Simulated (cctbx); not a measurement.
# Accept or mend?

Cell a = 8.4790 Å, b = 8.4790 Å, c = 8.4790 Å, α = 90.00°, β = 90.00°, γ = 90.00°; space group Im-3m (no. 229).

The data are simulated with cctbx, not measured: Mo Kα, λ = 0.71073 Å, to d = 0.77 Å, 80 % of the full sphere, strongest reflection 20000 counts, noise from counting, a 6 % proportional error and a noise floor of 15 counts (s.d.); no absorption, and some extinction, which the refinements don't model.

An anisotropic refinement with weights 1/σ² prints:

```text
Rint 0.058, 91 unique reflections to 0.77 A
cycle     R1     wR2    GooF  max shift (A)
   1  0.3191  0.6263  32.548   0.02086
   2  0.3200  0.5946  30.901   0.00018
final R1 0.3200 wR2 0.5946 GooF 30.901  parameters 6  data/parameter 15.2
atom        x        y        z      Ueq    occ   su(xyz)  su(Uiso or U11)
Pt1    0.66473  0.00000  0.00000  -0.0028  1.000  0.00118  0.0058  NPD
Rh1    0.16220  0.16220  0.16220   0.0007  1.000  0.00145  0.0058  NPD
difference map: max 139.19 min -19.62 rms 8.73
Q1    0.0000  0.2500  0.5000   12  139.19  2.54 A from Pt1
Q2    0.0000  0.0000  0.3300   12   72.09  0.04 A from Pt1
Q3    0.0000  0.0000  0.0000    2   25.18  2.38 A from Rh1
Q4    0.1559  0.1559  0.1559   16   23.12  0.09 A from Rh1
Q5    0.0000  0.2598  0.2598   24   13.81  1.81 A from Rh1
Q6    0.0000  0.0000  0.5000    6    9.54  1.40 A from Pt1
```

**Question.** Can this result stand? If not, what is the likely fault?

Mend it. The fault: an atom left out, Ga at (1/4, 0, 1/2). Against the right model at the same level, R1 goes from 0.0102 to 0.3200 and GooF from 0.91 to 30.90, the top difference peak, 139.2 e/Å³, lies 2.54 Å from Pt1 and Pt1 and Rh1 go non-positive-definite. Q1 is the missing atom. With scattering power missing, scale and phases suffer, so peaks may also grow on the heavy atoms.

The compound is Ga3Pt3Rh4. The right model at the same level gives:

```text
Rint 0.058, 91 unique reflections to 0.77 A
cycle     R1     wR2    GooF  max shift (A)
   1  0.0109  0.0189   0.995   0.00030
   2  0.0102  0.0173   0.911   0.00000
final R1 0.0102 wR2 0.0173 GooF 0.911  parameters 8  data/parameter 11.4
atom        x        y        z      Ueq    occ   su(xyz)  su(Uiso or U11)
Pt1    0.66539  0.00000  0.00000   0.0080  1.000  0.00003  0.0001
Rh1    0.16080  0.16080  0.16080   0.0125  1.000  0.00004  0.0001
Ga1    0.25000  0.00000  0.50000   0.0135  1.000  0.00000  0.0004
difference map: max 0.92 min -1.90 rms 0.30
Q1    0.0602  0.0602  0.0602   16    0.92  1.48 A from Rh1
Q2    0.0000  0.0000  0.4437   12    0.92  0.92 A from Pt1
Q3    0.0000  0.0000  0.1767   12    0.83  1.34 A from Pt1
Q4    0.2243  0.2243  0.2243   16    0.78  0.93 A from Rh1
Q5    0.1849  0.1849  0.3034   48    0.73  1.24 A from Rh1
Q6    0.0000  0.1847  0.3992   48    0.59  1.02 A from Ga1
```

Isotropic U is held between 0.0001 and 1 Å² by the program, and listed peak heights are interpolated, so they can pass the grid's maximum.

This is a model crystal, built by substitution and not relaxed, with assumed displacement parameters.

[Middle refinement cycles are left out of these outputs.]

[Logs are printed without paths, hosts, clocks, repeated set-up lines and the standing remarks that a program may print on its own settings, such as how far it seeks lower states.]
